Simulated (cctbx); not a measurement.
# What is wrong with this refinement?

Cell a = 10.2840 Å, b = 5.8440 Å, c = 6.0580 Å, α = 90.00°, β = 124.26°, γ = 90.00°; space group C2/m (no. 12). The compound is Mg2Ti3AlO8.

The data are simulated with cctbx, not measured: Cu Kα, λ = 1.54184 Å, to d = 0.83 Å, 95 % of the full sphere, strongest reflection 40000 counts, noise from counting, a 3 % proportional error and a noise floor of 4 counts (s.d.); no absorption.

An anisotropic refinement with weights 1/σ² prints:

```text
Rint 0.022, 307 unique reflections to 0.83 A
cycle     R1     wR2    GooF  max shift (A)
   1  0.0274  0.0731   2.835   0.00509
   2  0.0125  0.0338   1.312   0.00003
final R1 0.0125 wR2 0.0338 GooF 1.312  parameters 41  data/parameter 7.5
atom        x        y        z      Ueq    occ   su(xyz)  su(Uiso or U11)
Ti1    0.25000  0.75000  0.00000   0.0232  1.000  0.00000  0.0002
Ti2    0.00000  0.50000  0.00000   0.0212  1.000  0.00000  0.0003
Al1    0.00000  0.50000  0.50000   0.0218  1.000  0.00000  0.0004
Mg1    0.87009  0.00000  0.60734   0.0215  1.000  0.00013  0.0003
O1     0.98503  0.27248  0.23455   0.0337  1.000  0.00024  0.0006
O2     0.74606  0.00000  0.22790   0.0228  1.000  0.00029  0.0007
O3     0.76030  0.50000  0.23675   0.0295  1.000  0.00031  0.0008
difference map: max 0.27 min -0.21 rms 0.05
Q1    0.1362  0.5000  0.8575    4    0.27  1.46 A from O3
Q2    0.0707  0.0000  0.2305    4    0.22  0.81 A from Mg1
Q3    0.0489  0.1042  0.9113    8    0.14  1.23 A from O1
Q4    0.2500  0.2500  0.5000    4    0.14  1.78 A from Mg1
Q5    0.1663  0.1674  0.6779    8    0.14  1.23 A from O2
Q6    0.1730  0.0000  0.2772    4    0.14  1.02 A from Mg1
```

Q: Accept it or mend it, and why?

Mend it. The fault: anomalous dispersion left out. Against the right model at the same level, R1 goes from 0.0090 to 0.0125 and GooF from 0.90 to 1.31. No atom is wrong: without f′ and f″ the atoms near an edge get the wrong scattering power, which U and the scale absorb. The signs are weak, and the output alone doesn't single this fault out.

The compound is Mg2Ti3AlO8. The right model at the same level gives:

```text
Rint 0.022, 307 unique reflections to 0.83 A
cycle     R1     wR2    GooF  max shift (A)
   1  0.0208  0.0616   2.388   0.00259
   2  0.0090  0.0232   0.901   0.00000
final R1 0.0090 wR2 0.0232 GooF 0.901  parameters 41  data/parameter 7.5
atom        x        y        z      Ueq    occ   su(xyz)  su(Uiso or U11)
Ti1    0.25000  0.75000  0.00000   0.0244  1.000  0.00000  0.0002
Ti2    0.00000  0.50000  0.00000   0.0224  1.000  0.00000  0.0002
Al1    0.00000  0.50000  0.50000   0.0230  1.000  0.00000  0.0003
Mg1    0.87007  0.00000  0.60721   0.0222  1.000  0.00009  0.0002
O1     0.98507  0.27247  0.23449   0.0323  1.000  0.00017  0.0004
O2     0.74585  0.00000  0.22710   0.0226  1.000  0.00020  0.0005
O3     0.76025  0.50000  0.23679   0.0281  1.000  0.00022  0.0005
difference map: max 0.13 min -0.14 rms 0.03
Q1    0.2500  0.2500  0.5000    4    0.14  1.78 A from Mg1
Q2    0.1874  0.0000  0.2795    4    0.11  0.92 A from O3
Q3    0.1782  0.3967  0.8824    8    0.10  1.09 A from Ti1
Q4    0.2219  0.0000  0.5273    4    0.10  0.83 A from Mg1
Q5    0.1299  0.0000  0.8920    4    0.10  1.73 A from O3
Q6    0.0807  0.4070  0.9266    8    0.09  1.13 A from O1
```

Isotropic U is held between 0.0001 and 1 Å² by the program, and listed peak heights are interpolated, so they can pass the grid's maximum.

The model was made for the exercise: a known structure type with other elements put in, its volume estimated, not relaxed; displacement parameters are assumed.

[Middle refinement cycles are left out of these outputs.]

[Logs are printed without paths, hosts, clocks, repeated set-up lines and the standing remarks that a program may print on its own settings, such as how far it seeks lower states.]
